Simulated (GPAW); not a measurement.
## As K-edge XANES of zinc-blende (AlAs)₁₋ₓ(InAs)ₓ at x = 0.125

Aim: the As K edge in zinc-blende (AlAs)₁₋ₓ(InAs)ₓ at x = 0.125, one member of a composition series.

Calculated with GPAW 26.7.0; X-ray absorption from dipole matrix elements to empty bands, plane-wave PAW LDA.

Most raw output is cut from this account.

### Step 1. The starting structure

The cell holds 16 atoms: 7 Al, 8 As and 1 In. Its edges and angles: a = 8.076 Å, b = 8.076 Å, c = 8.076 Å, α = 60.0°, β = 60.0°, γ = 60.0°. 16-atom zinc-blende cell, 1 of 8 Al sites taken by In at random, lattice constants typed for the ends and interpolated (Vegard).

### Step 2. Relaxation

The cell was built by hand, so its atoms are relaxed first: near-edge features follow bond lengths closely.

File relax.py:

```python
import numpy as np
from ase import Atoms
from ase.parallel import parprint, paropen
from gpaw import GPAW, PW, FermiDirac, Mixer, MixerDif, setup_paths
from ase.optimize import BFGS

atoms = Atoms('AlAsAlAsAlAsAlAsInAsAlAsAlAsAlAs',
    cell=[[0, 5.710625, 5.710625],
     [5.710625, 0, 5.710625],
     [5.710625, 5.710625, 0]],
    scaled_positions=[[0.001198, 0.00025, 0.997659],
     [0.122968, 0.125912, 0.123082],
     [0.998327, 0.998816, 0.503175],
     [0.126996, 0.127123, 0.627352],
     [0.996645, 0.501206, 0.001781],
     [0.11791, 0.624699, 0.126243],
     [0.99991, 0.497479, 0.498881],
     [0.126678, 0.625862, 0.623876],
     [0.501867, 0.997632, 0.998508],
     [0.62334, 0.127705, 0.125355],
     [0.499583, 0.999665, 0.500769],
     [0.621355, 0.125784, 0.621925],
     [0.497107, 0.50136, 0.00088],
     [0.624289, 0.622651, 0.12178],
     [0.505493, 0.500242, 0.50136],
     [0.624591, 0.62584, 0.626557]],
    pbc=True)
atoms.calc = GPAW(legacy_gpaw=True, mode=PW(400, force_complex_dtype=True), xc='LDA', setups={},
    kpts={'size': (3, 3, 3), 'gamma': True}, occupations=FermiDirac(0.08),
    charge=0, mixer=Mixer(0.1, 5, 50), maxiter=150,
    convergence={'density': 0.0001, 'eigenstates': 1e-6}, txt='relax.txt')
steps = []
opt = BFGS(atoms, logfile='-')
opt.attach(lambda: steps.append([atoms.get_potential_energy(), float(np.linalg.norm(atoms.get_forces(), axis=1).max())]))
done = opt.run(fmax=0.05, steps=30)
out = dict(done=bool(done), steps=steps, frac=atoms.get_scaled_positions().tolist())
import json
with paropen('out.json', 'w') as f:
    json.dump(out, f)
```

On the command line:

```sh
OMP_NUM_THREADS=1 mpirun -n 4 gpaw python relax.py
```

The job ended after 90 s (4 MPI ranks of AMD EPYC 9B14 (Zen 4), shared host; peak memory 0.33 GiB).

In 5 steps the energy fell by 253 meV (energies extrapolated to zero smearing) and the largest force to 0.041 eV/Å. Atom 14 (As; the text counts from 1, the script from 0) is among those that moved most, by 0.09 Å.

### Step 3. Ground state of the crystal

A plain self-consistent run shows whether there is a gap, which decides the set-up of the core-hole run.

File scf.py:

```python
import numpy as np
from ase import Atoms
from ase.parallel import parprint, paropen
from gpaw import GPAW, PW, FermiDirac, Mixer, MixerDif, setup_paths
from gpaw.test import gen
setup_paths.insert(0, '.')
gen('As', name='nch1s', xcname='LDA', corehole=(1, 0, 0), write_xml=True)
from gpaw.mpi import world
world.barrier()

atoms = Atoms('AlAsAlAsAlAsAlAsInAsAlAsAlAsAlAs',
    cell=[[0, 5.710625, 5.710625],
     [5.710625, 0, 5.710625],
     [5.710625, 5.710625, 0]],
    scaled_positions=[[0.9990984, 0.0002566, 0.0002406],
     [0.109494, 0.1295508, 0.130658],
     [0.9995838, 0.0000357, 0.5009349],
     [0.1249588, 0.1249571, 0.6253414],
     [0.9985699, 0.4997072, 0.9985537],
     [0.121189, 0.6255561, 0.1252272],
     [0.0003196, 0.5001443, 0.5003315],
     [0.1265522, 0.6249916, 0.624078],
     [0.4999159, 0.9995107, 0.9992459],
     [0.6289374, 0.1306735, 0.1292627],
     [0.4996453, 0.9999586, 0.4991516],
     [0.6295729, 0.1306853, 0.6089464],
     [0.4954341, 0.5007249, 0.0010531],
     [0.6283467, 0.6092074, 0.1299581],
     [0.5014275, 0.500872, 0.4999239],
     [0.6251945, 0.6253987, 0.6262632]],
    pbc=True)
atoms.calc = calc = GPAW(legacy_gpaw=True, mode=PW(400, force_complex_dtype=True), xc='LDA', setups={1: 'nch1s'},
    kpts={'size': (3, 3, 3), 'gamma': True}, occupations=FermiDirac(0.05),
    charge=0, mixer=Mixer(0.1, 5, 50), maxiter=150,
    convergence={'density': 0.0001, 'eigenstates': 1e-6}, txt='scf.txt')
energy = atoms.get_potential_energy() + calc.get_reference_energy()
ef = calc.get_fermi_level()
out = dict(energy=energy, fermi=ef, forces=atoms.get_forces().tolist())
parprint(f'all-electron energy {energy:.4f} eV, Fermi level {ef:.4f} eV')
ev = np.array([[calc.get_eigenvalues(k, s) for k in range(len(calc.get_ibz_k_points()))] for s in range(calc.get_number_of_spins())])
out['homo'], out['lumo'], out['counts'] = ev[ev < ef].max(), ev[ev > ef].min(), sorted(set((ev < ef).sum((0, 2)).tolist()))
out['filled'] = (ev[:, 0] < ef).sum(1).tolist()
import json
with paropen('out.json', 'w') as f:
    json.dump(out, f)
```

On the command line:

```sh
OMP_NUM_THREADS=1 mpirun -n 4 gpaw python scf.py
```

Elapsed: 35 s, on 4 MPI ranks; peak memory 0.33 GiB.

The mesh shows a gap of 1.33 eV. The excited electron is kept all the same, so that all members of the series, with or without a gap, are treated alike.

### Step 4. Cell without a hole, the energy reference

The photon energy needs a difference of total energies, so the cell and mesh of the coming hole run are first run without a hole.

Edit scf.py of step 3 so:

```diff
@@ -32,3 +32,3 @@
 atoms.calc = calc = GPAW(legacy_gpaw=True, mode=PW(400, force_complex_dtype=True), xc='LDA', setups={1: 'nch1s'},
-    kpts={'size': (3, 3, 3), 'gamma': True}, occupations=FermiDirac(0.05),
+    kpts={'size': (3, 3, 3), 'gamma': True}, occupations=FermiDirac(0.02),
     charge=0, mixer=Mixer(0.1, 5, 50), maxiter=150,
```

Elapsed: 34 s, on 4 MPI ranks; peak memory 0.33 GiB; 2.2 min of CPU time.

Reference energy: -697324.934 eV with the cores included.

### Step 5. Spectrum with XCH, As atom 2

The holes are 8.1 Å apart. In GPAW the data set carries the hole's charge, so charge=0 means a charged cell and charge=-1 a neutral one. The excited electron is kept in the cell, where it fills the lowest empty states and screens the hole. After the field has converged, empty bands are computed with the density fixed and the dipole matrix elements are summed.

The absorber has 3 Al at 2.44 Å and 1 In at 2.57 Å (distorted tetrahedral).

File xas.py:

```python
import numpy as np
from ase import Atoms
from ase.parallel import parprint, paropen
from gpaw import GPAW, PW, FermiDirac, Mixer, MixerDif, setup_paths
from gpaw.test import gen
setup_paths.insert(0, '.')
gen('As', name='fch1s', xcname='LDA', corehole=(1, 0, 1), write_xml=True)
from gpaw.mpi import world
world.barrier()

atoms = Atoms('AlAsAlAsAlAsAlAsInAsAlAsAlAsAlAs',
    cell=[[0, 5.710625, 5.710625],
     [5.710625, 0, 5.710625],
     [5.710625, 5.710625, 0]],
    scaled_positions=[[0.9990984, 0.0002566, 0.0002406],
     [0.109494, 0.1295508, 0.130658],
     [0.9995838, 0.0000357, 0.5009349],
     [0.1249588, 0.1249571, 0.6253414],
     [0.9985699, 0.4997072, 0.9985537],
     [0.121189, 0.6255561, 0.1252272],
     [0.0003196, 0.5001443, 0.5003315],
     [0.1265522, 0.6249916, 0.624078],
     [0.4999159, 0.9995107, 0.9992459],
     [0.6289374, 0.1306735, 0.1292627],
     [0.4996453, 0.9999586, 0.4991516],
     [0.6295729, 0.1306853, 0.6089464],
     [0.4954341, 0.5007249, 0.0010531],
     [0.6283467, 0.6092074, 0.1299581],
     [0.5014275, 0.500872, 0.4999239],
     [0.6251945, 0.6253987, 0.6262632]],
    pbc=True)
atoms.calc = calc = GPAW(legacy_gpaw=True, mode=PW(400, force_complex_dtype=True), xc='LDA', setups={1: 'fch1s'},
    kpts={'size': (3, 3, 3), 'gamma': True}, occupations=FermiDirac(0.04),
    charge=-1, mixer=Mixer(0.1, 5, 50), maxiter=150,
    convergence={'density': 0.0001, 'eigenstates': 1e-6}, txt='scf.txt')
energy = atoms.get_potential_energy() + calc.get_reference_energy()
ef = calc.get_fermi_level()
out = dict(energy=energy, fermi=ef, forces=atoms.get_forces().tolist())
parprint(f'all-electron energy {energy:.4f} eV, Fermi level {ef:.4f} eV')
ev = np.array([[calc.get_eigenvalues(k, s) for k in range(len(calc.get_ibz_k_points()))] for s in range(calc.get_number_of_spins())])
out['homo'], out['lumo'], out['counts'] = ev[ev < ef].max(), ev[ev > ef].min(), sorted(set((ev < ef).sum((0, 2)).tolist()))
out['filled'] = (ev[:, 0] < ef).sum(1).tolist()

from ase.units import Ha
from gpaw.xas import dipole_matrix_elements
nb = int(calc.get_number_of_electrons() / 2) + 190
top, nb = nb, nb + 8 + nb // 12
nscf = calc.fixed_density(kpts={'size': (4, 4, 4), 'gamma': True}, nbands=nb,
    convergence={'bands': top, 'eigenstates': 5e-3}, maxiter=60, txt='nscf.txt')
cell = atoms.cell.array
ops = [cell.T @ U.T @ np.linalg.inv(cell.T) for U in nscf.wfs.kd.symmetry.op_scc]
filled = [37]  # bands filled in the ground state, by spin
E = np.arange(-6, 30, 0.1)
fwhm = np.interp(E, [4, 25], [2.14, 3.5])
Y, X, zero, highest = 0, 0, 1e9, 1e9
for spin in range(nscf.get_number_of_spins()):
    wfs = nscf.wfs
    mine = wfs.bd.get_slice()  # this rank's bands
    A = dipole_matrix_elements(wfs.setups[1])
    eps = np.zeros((wfs.kd.nibzkpts, nb))
    d = np.zeros((3, A.shape[1], wfs.kd.nibzkpts, nb), complex)
    for kpt in wfs.kpt_u:
        if kpt.s == spin and 1 in kpt.P_ani:
            eps[kpt.k, mine] = kpt.eps_n * Ha
            d[:, :, kpt.k, mine] = (kpt.weight * wfs.nspins / 2) ** 0.5 * np.inner(A, kpt.P_ani[1])
    world.sum(eps)
    world.sum(d)
    T = np.einsum('amkn,bmkn->abkn', d, d.conj()).real
    T = sum(np.einsum('ai,ijkn,bj->abkn', R, T, R) for R in ops) / len(ops)
    empty = np.ones_like(eps, bool) & (np.arange(nb) >= filled[spin])
    zero, highest = min(zero, eps[empty].min()), min(highest, eps[:, top - 1].min())
    lines = [(eps, T, empty)] if spin == 0 else lines + [(eps, T, empty)]
for eps, T, empty in lines:
    f = np.einsum('aakn->akn', T).reshape(3, -1)
    x = eps.ravel() - zero
    w = np.interp(x, E, fwhm) / 2.35482
    g = np.exp(-0.5 * ((E[:, None] - x) / w) ** 2) / (w * (2 * np.pi) ** 0.5)
    Y = Y + (f * empty.ravel()) @ g.T
    X = X + (f * ~empty.ravel()) @ g.T
out.update(E=E.round(2).tolist(), xas=Y.tolist(), xes=X.tolist(), zero=zero, valid=highest - zero, nk=len(eps), nb=nb)
for i in range(0, len(E), 10):
    parprint(f'{E[i]:7.2f}', *(f'{v:10.3e}' for v in Y[:, i]))
import json
with paropen('out.json', 'w') as f:
    json.dump(out, f)
```

On the command line:

```sh
OMP_NUM_THREADS=1 mpirun -n 4 gpaw python xas.py
```

It took 3.8 min on 4 MPI ranks; peak memory 0.76 GiB.

The As K spectrum, As atom 2, excited-electron core hole (neutral cell) (energy from the bottom of the conduction band, which holds the excited electron; intensity scaled to a mean of 1 over the first 20 eV):

```tsv
E (eV)	intensity
-2.0	0.00
-1.5	0.01
-1.0	0.02
-0.5	0.08
0.0	0.20
0.5	0.40
1.0	0.66
1.5	0.89
2.0	1.03
2.5	1.10
3.0	1.18
3.5	1.30
4.0	1.38
4.5	1.39
5.0	1.36
5.5	1.35
6.0	1.38
6.5	1.39
7.0	1.35
7.5	1.28
8.0	1.19
8.5	1.11
9.0	1.02
9.5	0.94
10.0	0.86
10.5	0.82
11.0	0.81
11.5	0.85
12.0	0.89
12.5	0.92
13.0	0.93
13.5	0.90
14.0	0.85
14.5	0.82
15.0	0.82
15.5	0.84
16.0	0.87
16.5	0.90
17.0	0.92
17.5	0.92
18.0	0.91
18.5	0.90
19.0	0.90
19.5	0.91
20.0	0.91
20.5	0.91
21.0	0.91
21.5	0.91
22.0	0.91
22.5	0.92
23.0	0.94
23.5	0.97
24.0	1.00
24.5	1.02
25.0	1.02
25.5	1.00
26.0	0.96
26.5	0.90
27.0	0.83
27.5	0.76
```

Main maxima below 27 eV (height): 4.2 eV (1.40), 6.4 eV (1.39), 12.8 eV (0.93), 17.2 eV (0.92) and 24.8 eV (1.02). A K edge sees empty p states on the absorber.

The energy difference (zero at 11881 eV) isn't read as a photon energy: for so heavy an absorber the terms left out (the hole's spin, the functional's error) amount to tens of eV or more.

### Step 6. Cell without a hole, the energy reference

The absorbing element, whose data set is made anew, changes for the next run, so it gets a reference energy of its own.

Edit scf.py of step 4 so:

```diff
@@ -6,3 +6,3 @@
 setup_paths.insert(0, '.')
-gen('As', name='nch1s', xcname='LDA', corehole=(1, 0, 0), write_xml=True)
+gen('Al', name='nch1s', xcname='LDA', corehole=(1, 0, 0), write_xml=True)
 from gpaw.mpi import world
@@ -31,3 +31,3 @@
     pbc=True)
-atoms.calc = calc = GPAW(legacy_gpaw=True, mode=PW(400, force_complex_dtype=True), xc='LDA', setups={1: 'nch1s'},
+atoms.calc = calc = GPAW(legacy_gpaw=True, mode=PW(400, force_complex_dtype=True), xc='LDA', setups={0: 'nch1s'},
     kpts={'size': (3, 3, 3), 'gamma': True}, occupations=FermiDirac(0.02),
```

On the command line:

```sh
OMP_NUM_THREADS=1 mpirun -n 4 gpaw python scf.py
```

Elapsed: 32 s, on 4 MPI ranks; peak memory 0.33 GiB; 2.1 min of CPU time.

Reference energy: -697324.934 eV with the cores included.

### Step 7. Spectrum with XCH, Al atom 1

The holes are 8.1 Å apart. The excited electron is kept in the cell, where it fills the lowest empty states and screens the hole. After the field has converged, empty bands are computed with the density fixed and the dipole matrix elements are summed.

The absorber has 2 As at 2.44 Å and 2 As at 2.47 Å (tetrahedral).

Edit xas.py of step 5 so:

```diff
@@ -6,3 +6,3 @@
 setup_paths.insert(0, '.')
-gen('As', name='fch1s', xcname='LDA', corehole=(1, 0, 1), write_xml=True)
+gen('Al', name='fch1s', xcname='LDA', corehole=(1, 0, 1), write_xml=True)
 from gpaw.mpi import world
@@ -31,3 +31,3 @@
     pbc=True)
-atoms.calc = calc = GPAW(legacy_gpaw=True, mode=PW(400, force_complex_dtype=True), xc='LDA', setups={1: 'fch1s'},
+atoms.calc = calc = GPAW(legacy_gpaw=True, mode=PW(400, force_complex_dtype=True), xc='LDA', setups={0: 'fch1s'},
     kpts={'size': (3, 3, 3), 'gamma': True}, occupations=FermiDirac(0.04),
@@ -53,3 +53,3 @@
 E = np.arange(-6, 30, 0.1)
-fwhm = np.interp(E, [4, 25], [2.14, 3.5])
+fwhm = np.interp(E, [4, 25], [0.9, 3.5])
 Y, X, zero, highest = 0, 0, 1e9, 1e9
@@ -58,3 +58,3 @@
     mine = wfs.bd.get_slice()  # this rank's bands
-    A = dipole_matrix_elements(wfs.setups[1])
+    A = dipole_matrix_elements(wfs.setups[0])
     eps = np.zeros((wfs.kd.nibzkpts, nb))
@@ -62,5 +62,5 @@
     for kpt in wfs.kpt_u:
-        if kpt.s == spin and 1 in kpt.P_ani:
+        if kpt.s == spin and 0 in kpt.P_ani:
             eps[kpt.k, mine] = kpt.eps_n * Ha
-            d[:, :, kpt.k, mine] = (kpt.weight * wfs.nspins / 2) ** 0.5 * np.inner(A, kpt.P_ani[1])
+            d[:, :, kpt.k, mine] = (kpt.weight * wfs.nspins / 2) ** 0.5 * np.inner(A, kpt.P_ani[0])
     world.sum(eps)
```

On the command line:

```sh
OMP_NUM_THREADS=1 mpirun -n 4 gpaw python xas.py
```

Wall time 3.7 min (4 MPI ranks); peak memory 0.76 GiB; 15 min of CPU time.

The Al K spectrum, Al atom 1, excited-electron core hole (neutral cell) (energy from the bottom of the conduction band, which holds the excited electron; intensity scaled to a mean of 1 over the first 20 eV):

```tsv
E (eV)	isotropic	ε ∥ x	ε ∥ y
-2.00	0.00	0.00	0.00
-1.25	0.00	0.00	0.00
-0.50	0.00	0.00	0.00
0.25	0.16	0.13	0.17
1.00	0.84	0.73	0.90
1.75	1.28	1.14	1.36
2.50	1.41	1.34	1.45
3.25	2.02	2.03	2.02
4.00	2.40	2.62	2.29
4.75	1.29	1.33	1.26
5.50	0.84	0.86	0.82
6.25	0.91	0.92	0.89
7.00	1.00	0.94	1.02
7.75	0.82	0.79	0.83
8.50	0.80	0.80	0.80
9.25	0.91	0.91	0.91
10.00	1.00	1.04	0.98
10.75	1.17	1.21	1.15
11.50	1.30	1.30	1.29
12.25	1.22	1.20	1.23
13.00	1.03	1.02	1.03
13.75	0.79	0.79	0.79
14.50	0.63	0.62	0.63
15.25	0.60	0.60	0.60
16.00	0.67	0.70	0.66
16.75	0.75	0.79	0.73
17.50	0.76	0.79	0.74
18.25	0.72	0.73	0.72
19.00	0.70	0.70	0.71
19.75	0.71	0.71	0.72
20.50	0.72	0.72	0.72
21.25	0.70	0.69	0.70
22.00	0.68	0.65	0.69
22.75	0.68	0.64	0.69
23.50	0.70	0.65	0.72
24.25	0.72	0.67	0.74
25.00	0.73	0.69	0.74
25.75	0.73	0.70	0.74
26.50	0.73	0.72	0.73
27.25	0.74	0.74	0.74
```

Main maxima below 24 eV (height): 2.2 eV (1.45), 3.7 eV (2.62), 6.8 eV (1.01), 11.5 eV (1.30) and 17.2 eV (0.76). 

The total-energy difference is 1564.71 eV. One term is added: -13.88 eV, since the hole is spin-paired here and a spin-polarised one costs that much less in the free atom (computed apart). The photon energy is then 1550.83 eV. The tabulated edge of the element is 1559 eV. The functional leaves an error in such absolute values: in the free atom LDA prices this hole 7.2 eV below PBE (computed apart), and PBE is itself good to a few eV.

### Step 8. Results

```yaml
absorber_and_edge: As K, atom 2 of the ground-state input (counted from 1)
surroundings: 3 Al at 2.44 Å and 1 In at 2.57 Å (distorted tetrahedral)
highest_intensity_below_24_ev: 4.2 eV above the zero, height 1.40
```

In words: The As K edge of atom 2, with 3 Al at 2.44 Å and 1 In at 2.57 Å (distorted tetrahedral), has its highest intensity of the first 24 eV at 4.2 eV above the zero, 1.4 times the mean level of the first 20 eV (Gaussian full width 2.14 eV up to 4 eV, rising linearly to 3.5 eV at 25 eV). The script folds with a Gaussian, whereas the core hole's own line is a Lorentzian, so the onset is too steep and the first peak too high.

[Logs are printed without paths, hosts, clocks, repeated set-up lines and the standing remarks that a program may print on its own settings, such as how far it seeks lower states.]

[Hosts, paths, dates, database ids (printed as entryN), source tags and the programs' standing remarks are cut or masked in the printed files.]

[Lists of maxima count a maximum above −3 eV only where it reaches 4 % of the highest in the window and stands out from its surroundings by 2 % of it (1.5 % where it reaches 55 %); shoulders and weaker maxima are passed over, and of the rest the first, up to two pre-edge ones and the few strongest are named.]
